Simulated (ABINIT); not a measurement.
Entries from a set of simulations; values are calculated unless marked as measured.

Quasiparticle gap of MgO (Fm-3m) in ABINIT. The structure is cubic, space group Fm-3m (No. 225). The conventional cell has a = 4.194 Å, b = 4.194 Å, c = 4.194 Å, α = 90.00°, β = 90.00°, γ = 90.00°. Mg has 6 O at 2.10 Å nearest. Nearest to O lie 6 Mg at 2.10 Å. Farther neighbours, and contacts between anions beyond the nearest, are not listed. The calculation used RPA screening on PBE, plane waves, norm-conserving pseudopotentials (and 2 further levels or steps) in ABINIT 10.8.3, with cutoff 38 Ha, PseudoDojo scalar-relativistic 0.4.1 standard, norm-conserving, ngkpt (6, 6, 6), nband 92, ecuteps 8 Ha, inclvkb 2, shiftk (0, 0, 0), symchi 1, awtr 1, frequency ppm, 6×6×6 k-mesh. The PBE gap is 4.89 eV, direct, the G0W0 gap on the mesh is 7.19 eV and the GW settings are 6×6×6 mesh, 92 bands, screening to 217.7 eV, Godby-Needs plasmon pole. The known limits are short of the basis limit. It took 5 runs, 99 s in all on 8 MPI ranks of Arm Neoverse N1, shared host. G0W0 moves the gap on the mesh from 4.89 eV to 7.19 eV (+2.30 eV), with Z of 0.81 and 0.86 at the edges. Local fields lower the RPA ε∞ on this mesh from 3.24 to 3.02. The cell and positions are those that the Materials Project relaxed with its own functionals (PBE, PBE+U or r2SCAN), kept fixed.

```xyz
2
Lattice="0.0000 2.0970 2.0970 2.0970 0.0000 2.0970 2.0970 2.0970 0.0000" Properties=species:S:1:pos:R:3 pbc="T T T"
Mg    0.0000    0.0000    0.0000
O     2.0970    2.0970    2.0970
```

[Long decimals in the printed logs are rounded to 6 places.]

[Logs are printed without paths, hosts, clocks, repeated set-up lines and the standing remarks that a program may print on its own settings, such as how far it seeks lower states.]

[Paths, hosts, dates, memory and timing lines, banners, echoed tables and standing remarks are left out of the program output; an Ansatz launch command may be rebuilt from the run's recorded settings. Measured values are a selection of at most five: reports struck by readers or far from the other reports are left out. None is set beside runs whose start may be inverted or whose files or cutoffs have a known fault.]

[Runs of the session that timed out or met a known fault of the program may be left out.]

[Hosts, paths, dates, database ids (printed as entryN), source tags and the programs' standing remarks are cut or masked in the printed files.]

[G0W0 gaps are taken among the corrected bands and points alone; a level outside them can change the order at an edge.]

[Where Ansatz stands beside ABINIT at settings called matched, ABINIT's density can come from a denser mesh and the files from another edition; pairs whose starting gaps differed by over 0.03 eV were left out, so agreement reads better than it is.]
